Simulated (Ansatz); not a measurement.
**Kohn anomalies in YAu (Pm-3m)**

Wanted: frequencies of YAu (Pm-3m) solved wavevector by wavevector at several smearings.

Method: DFT PBEsol, scalar-relativistic, plane waves, PAW; PAW set soft_1, in Ansatz 0.2.0.

This is a report of a sequence of runs, with most program output left out.

### 1. The starting structure

Symmetry: Pm-3m, No. 221, cubic system. Conventional cell: a = 3.559 Å, b = 3.559 Å, c = 3.559 Å, α = 90.00°, β = 90.00°, γ = 90.00°. Nearest to Y lie 8 Au at 3.08 Å. Au has 8 Y at 3.08 Å nearest. Farther neighbours are not listed.

### 2. Relaxation

The structure is brought to rest under this functional.

File input.yaml:

```yaml
crystal:
  lattice:
    - [3.559, 0.0, 0.0]
    - [0.0, 3.559, 0.0]
    - [0.0, 0.0, 3.559]
  atoms:
    - { symbol: "Y", position: [0.5, 0.5, 0.5] }
    - { symbol: Au, position: [0.0, 0.0, 0.0] }
kpoints:
  mp_grid: { grid: [8, 8, 8] }
hamiltonian:
  xc: pbesol
  pseudopotentials: { kind: paw, azcp: { folder: soft_1 }, xc_functional: pbe }
scf:
  occupations: { method: gaussian, width: 0.1 }
output:
  forces: true
  stress: true
  eigenvalues: true
  write_density: true
  write_potential: true
  elf: true
  volumetric_format: npy
relax:
  adjacent_minimum: "off"
  f_tol: 0.005
  max_steps: 80
  cell: { stress_tol: 0.05 }
```

Started as:

```
$ ansatz run input.yaml --threads 4 --pin off --max-ram 12288MiB --backend cpu --events-out ev --progress --plain --runs-dir out
```

Elapsed: 2.5 s, on 4 threads of Arm Neoverse V1, shared host; peak memory 0.35 GiB.

The steps of the relaxation:

| step | energy less that of the first step (eV) | largest force component (eV/Å) | pressure (GPa) | volume (Å³) |
| --- | --- | --- | --- | --- |
| 1 | 0.0000 | 0.0000 | -0.93 | 45.08 |
| 2 | 0.0002 | 0.0000 | 1.06 | 44.15 |
| 3 | -0.0014 | 0.0000 | -0.02 | 44.64 |
| 4 | -0.0013 | 0.0000 | -0.02 | 44.64 |

The log counts 1 steps on a newly chosen plane-wave basis, not all of them marked here; energy and pressure can jump at such steps. Relaxation step 2 was tried and not accepted.

| conventional cell, symmetrised | before | after | change |
| --- | --- | --- | --- |
| a (Å) | 3.559 | 3.547 | -0.3 % |
| b (Å) | 3.559 | 3.547 | -0.3 % |
| c (Å) | 3.559 | 3.547 | -0.3 % |
| volume (Å³/atom) | 22.54 | 22.32 | -1.0 % |

Final coordinates:

```xyz
2
Lattice="3.5474 0.0000 0.0000 0.0000 3.5474 0.0000 0.0000 0.0000 3.5474" Properties=species:S:1:pos:R:3 pbc="T T T"
Y     1.7737    1.7737    1.7737
Au    0.0000    0.0000    0.0000
```

Numbers from this step:

| Quantity | Value |
| --- | --- |
| pressure | -0.01673 GPa |
| volume per atom | 22.32 Å³/atom |
| metallic on mesh | yes |
| gap on the k-mesh | 0 eV |

Electrostatic potential energy in the ac plane at fractional y = 0.000, with atoms of Au within 0.2 Å of it. With pseudopotentials it is smooth inside the atoms' cores, unlike the true potential.

Ten even steps from '0' (-35 eV) to '9' (18 eV), each cell a mean:
```
00147999997300
00258999998420
23579999998743
67899999999887
99999999999999
99999999999999
99999999999999
99999999999999
99999999999999
78899999999987
34689999999754
01268999998521
00148999997300
00037999996200
```
Columns run along a (3.5 Å; values clipped at the 3rd and 97th percentile), rows up along c (3.5 Å). Atoms in or near the plane, at fractional coordinates: Au at (0.00, 0.00).

Valence density in the ac plane at fractional y = 0.000, with atoms of Au within 0.2 Å of it. It is the smooth field of the valence electrons, not physical close to the nuclei.

Values in e/Å³, 14 rows by 14 columns, each cell a mean:
```
13 10  6  2  1  0  0  0  0  0  1  3  7 11
 8  6  4  1  0  0  0  0  0  0  1  2  4  7
 3  3  2  1  0  0  0  0  0  0  0  1  2  3
 1  1  1  0  0  0  0  0  0  0  0  0  1  1
 0  0  0  0  0  0  0  0  0  0  0  0  0  0
 0  0  0  0  0  0  0  0  0  0  0  0  0  0
 0  0  0  0  0  0  0  0  0  0  0  0  0  0
 0  0  0  0  0  0  0  0  0  0  0  0  0  0
 0  0  0  0  0  0  0  0  0  0  0  0  0  0
 1  1  0  0  0  0  0  0  0  0  0  0  0  1
 3  2  1  1  0  0  0  0  0  0  0  1  1  2
 7  5  3  1  0  0  0  0  0  0  1  2  4  6
12  9  5  2  1  0  0  0  0  0  1  3  6 10
15 12  7  3  1  0  0  0  0  0  1  3  8 13
```
Columns run along a (3.5 Å), rows up along c (3.5 Å). Atoms in or near the plane, at fractional coordinates: Au at (0.00, 0.00).

ELF in the ac plane at fractional y = 0.000, with atoms of Au within 0.2 Å of it. It is the smooth field of the valence electrons, not physical close to the nuclei.

Ten even steps from '0' (0.09) to '9' (0.84), each cell a mean:
```
87543222223467
65543322233456
54433332333344
33333322233333
22333211123332
22232100012322
22222100012222
22222100012322
22333211123332
33333322233333
44433322333344
65443322233455
86543222223457
98643222223568
```
Columns run along a (3.5 Å), rows up along c (3.5 Å). Atoms in or near the plane, at fractional coordinates: Au at (0.00, 0.00).

The largest force is now zero by symmetry and the largest stress component 0.017 GPa, small enough for phonons.

### 3. Wavevectors along a line: Fermi–Dirac smearing of 0.1 eV

Each wavevector is solved by itself, so no interpolation smooths a dip of the branch.

File input.yaml:

```yaml
crystal:
  lattice:
    - [3.5474396325, 0.0, 0.0]
    - [0.0, 3.5474396325, 0.0]
    - [0.0, 0.0, 3.5474396325]
  atoms:
    - { symbol: "Y", position: [0.5, 0.5, 0.5] }
    - { symbol: Au, position: [0.0, 0.0, 0.0] }
kpoints:
  mp_grid: { grid: [16, 16, 16] }
hamiltonian:
  xc: pbesol
  pseudopotentials: { kind: paw, azcp: { folder: soft_1 }, xc_functional: pbe }
scf:
  occupations: { method: fermi_dirac, width: 0.1 }
output:
  eigenvalues: true
phonons:
  method: dfpt
  qpoints:
    - [0, 0, 0]
    - [0.0, 0.0625, 0.0]
    - [0.0, 0.1875, 0.0]
    - [0.0, 0.3125, 0.0]
    - [0.0, 0.4375, 0.0]
```

Run time: 4.9 min. Hardware: 4 threads; peak memory 2.6 GiB; 19 min of CPU time.

Each wavevector solved by linear response. Frequency against |q| along the line:

| \|q\| along the line (Å⁻¹) | mode 1 = mode 2 (cm⁻¹) | mode 3 (cm⁻¹) | mode 4 = mode 5 (cm⁻¹) | mode 6 (cm⁻¹) |
| --- | --- | --- | --- | --- |
| 0.000 | 0 | 0 | 106 | 106 |
| 0.111 | 11.1 | 20.6 | 105 | 108 |
| 0.332 | 31.7 | 52.4 | 104 | 127 |
| 0.553 | 47.1 | 65.6 | 101 | 158 |
| 0.775 | 55.9 | 66.0 | 97.4 | 177 |

### 4. Wavevectors along a line: Fermi–Dirac smearing of 0.25 eV

The smearing blurs the Fermi surface that screens the phonons; a Fermi–Dirac width is an electronic temperature.

input.yaml, as its differences from that of step 3:

```diff
@@ -14,3 +14,3 @@
 scf:
-  occupations: { method: fermi_dirac, width: 0.1 }
+  occupations: { method: fermi_dirac, width: 0.25 }
 output:
```

Wider smearing eases the sum over k-points of a metal but moves the result away from its zero-temperature value.

The job ended after 5.4 min (4 threads; peak memory 2.8 GiB).

Each wavevector solved by linear response. Table of frequency by |q| along the line:

| \|q\| along the line (Å⁻¹) | mode 1 = mode 2 (cm⁻¹) | mode 3 (cm⁻¹) | mode 4 = mode 5 (cm⁻¹) | mode 6 (cm⁻¹) |
| --- | --- | --- | --- | --- |
| 0.000 | 0 | 0 | 107 | 107 |
| 0.111 | 10.8 | 20.2 | 107 | 109 |
| 0.332 | 31.1 | 51.3 | 105 | 126 |
| 0.553 | 47.3 | 63.4 | 101 | 155 |
| 0.775 | 57 | 63.9 | 98.2 | 176 |

Against step 3 (now smearing width 0.25 eV), the free energy moves by -59.5 meV an atom.

### 5. Wavevectors along a line: Fermi–Dirac smearing of 0.04 eV

input.yaml, as its differences from that of step 4:

```diff
@@ -14,3 +14,3 @@
 scf:
-  occupations: { method: fermi_dirac, width: 0.25 }
+  occupations: { method: fermi_dirac, width: 0.04 }
 output:
```

Narrower smearing comes nearer the zero-temperature value but asks more of the mesh.

Elapsed: 4.8 min, on 4 threads; peak memory 2.5 GiB.

Each wavevector solved by linear response. Table of frequency by |q| along the line:

| \|q\| along the line (Å⁻¹) | mode 1 = mode 2 (cm⁻¹) | mode 3 (cm⁻¹) | mode 4 = mode 5 (cm⁻¹) | mode 6 (cm⁻¹) |
| --- | --- | --- | --- | --- |
| 0.000 | 0 | 0 | 105 | 105 |
| 0.111 | 11.3 | 20.9 | 105 | 107 |
| 0.332 | 32.1 | 52.9 | 103 | 129 |
| 0.553 | 47.4 | 66.2 | 101 | 158 |
| 0.775 | 55.6 | 66.3 | 96.7 | 176 |

Against step 3 (now smearing width 0.04 eV), the free energy moves by +7.8 meV an atom.

### 6. Wavevectors along a line: Methfessel–Paxton smearing of 0.2 eV

The smearing blurs the Fermi surface that screens the phonons; a Methfessel–Paxton width blurs it less than a thermal one.

input.yaml, as its differences from that of step 5:

```diff
@@ -14,3 +14,3 @@
 scf:
-  occupations: { method: fermi_dirac, width: 0.04 }
+  occupations: { method: methfessel_paxton, width: 0.2 }
 output:
```

Run time: 4.8 min. Hardware: 4 threads; peak memory 2.6 GiB.

Each wavevector solved by linear response. Table of frequency by |q| along the line:

| \|q\| along the line (Å⁻¹) | mode 1 = mode 2 (cm⁻¹) | mode 3 (cm⁻¹) | mode 4 = mode 5 (cm⁻¹) | mode 6 (cm⁻¹) |
| --- | --- | --- | --- | --- |
| 0.000 | 0 | 0 | 105 | 105 |
| 0.111 | 11.2 | 20.8 | 105 | 107 |
| 0.332 | 32.1 | 52.8 | 103 | 129 |
| 0.553 | 47.4 | 66.3 | 101 | 159 |
| 0.775 | 55.5 | 66.6 | 96.9 | 176 |

Against step 3 (now occupations Methfessel-Paxton and smearing width 0.2 eV), the free energy moves by +9.7 meV an atom.

### 7. The lowest branch at each setting

Table of lowest frequency by |q| along the line:

| \|q\| along the line (Å⁻¹) | fermi dirac 0.1 eV, k 16x16x16 (cm⁻¹) | fermi dirac 0.25 eV, k 16x16x16 (cm⁻¹) | fermi dirac 0.04 eV, k 16x16x16 (cm⁻¹) | methfessel paxton 0.2 eV, k 16x16x16 (cm⁻¹) |
| --- | --- | --- | --- | --- |
| 0.000 | 0 | 0 | 0 | 0 |
| 0.111 | 11.1 | 10.8 | 11.3 | 11.2 |
| 0.332 | 31.7 | 31.1 | 32.1 | 32.1 |
| 0.553 | 47.1 | 47.3 | 47.4 | 47.4 |
| 0.775 | 55.9 | 57 | 55.6 | 55.5 |

### 8. What came out

| Property | Result |
| --- | --- |
| phonon run of the rows without a label of their own | PBEsol, k 16×16×16 |
| lowest branch at the last solved point, Fermi–Dirac 0.1 eV | 55.9 cm⁻¹ at \|q\| = 0.775 Å⁻¹ |
| lowest branch at the last solved point, Fermi–Dirac 0.25 eV | 57 cm⁻¹ at \|q\| = 0.775 Å⁻¹ |
| lowest branch at the last solved point, Fermi–Dirac 0.04 eV | 55.6 cm⁻¹ at \|q\| = 0.775 Å⁻¹ |
| lowest branch at the last solved point, Methfessel–Paxton 0.2 eV | 55.5 cm⁻¹ at \|q\| = 0.775 Å⁻¹ |

No branch softens by more than 4 % of the top frequency as the smearing narrows, so no anomaly that hangs on the smearing shows at these points. The line holds 5 wavevectors, so a narrow dip between them would be missed. Between Fermi–Dirac 0.25 eV and Fermi–Dirac 0.04 eV the largest change, with modes counted by rank of frequency, is in mode 6 at |q| = 0.332 Å⁻¹, from 126 to 129 cm⁻¹. Where branches cross, a count by rank can hide a softening. At the narrowest width the k mesh may not resolve the Fermi surface, so part of the change can be mesh noise. Spin–orbit coupling, left out here, matters for Au. The PAW files were made for PBE; under other functionals the run regenerates their frozen core.

[Logs are printed without paths, hosts, clocks, repeated set-up lines and the standing remarks that a program may print on its own settings, such as how far it seeks lower states.]

[Hosts, paths, dates, database ids (printed as entryN), source tags and the programs' standing remarks are cut or masked in the printed files.]
